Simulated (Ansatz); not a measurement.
# Does disorder add resistance in series? Nb(100) layers displaced at 273 K

Two lengths of the disordered region are known. What area resistance does the third give?

**Method.** Ansatz 0.2.0, plane waves with PAW datasets at their recommended cutoffs (420 eV for most), Fermi-Dirac smearing; ballistic transmission by layer matching. The area resistance is RA = A (h/2e²)(1/T − 1/N), with T the zone-mean transmission per spin and N the lead's channels, both averaged over a few energies near the Fermi level; for magnets each spin is taken apart, with h/e², and the two conduct in parallel. Lateral cell 2x2, PBE, a fresh random draw for each length. Atoms are displaced independently, by 0.0762 Å r.m.s. per direction; each RA is scaled by the nominal over the drawn mean square displacement.

Results; the value marked ? is to be predicted:

| length (Å) | channels N | RA (fΩ m²) |
| --- | --- | --- |
| 6.61 | 10.73 | 0.187 |
| 13.2 | 10.73 | 0.310 |
| 19.8 | 10.73 | ? |

**Fit on the rows shown.**

Ohm's law makes RA linear in the length: the slope is (0.310 − 0.187)/(13.2 − 6.61) = 0.0185 fΩ m² per Å, or 18 µΩ cm. Then 0.310 + 0.0185 × 6.61. Predicted: 0.432 fΩ m².

**The withheld run.**

0.421 fΩ m², so the prediction is 2.5 % too high. The three lengths together give 18 µΩ cm. The two increments are 0.12 and 0.11 fΩ m², roughly as Ohm's law has it, though with one draw for each length that is a weak test.

Caveats: The scatterers repeat sideways with the small cell. The slope is a raw one; a model of isotropic scattering puts it 1.05 times the bulk value over these lengths.
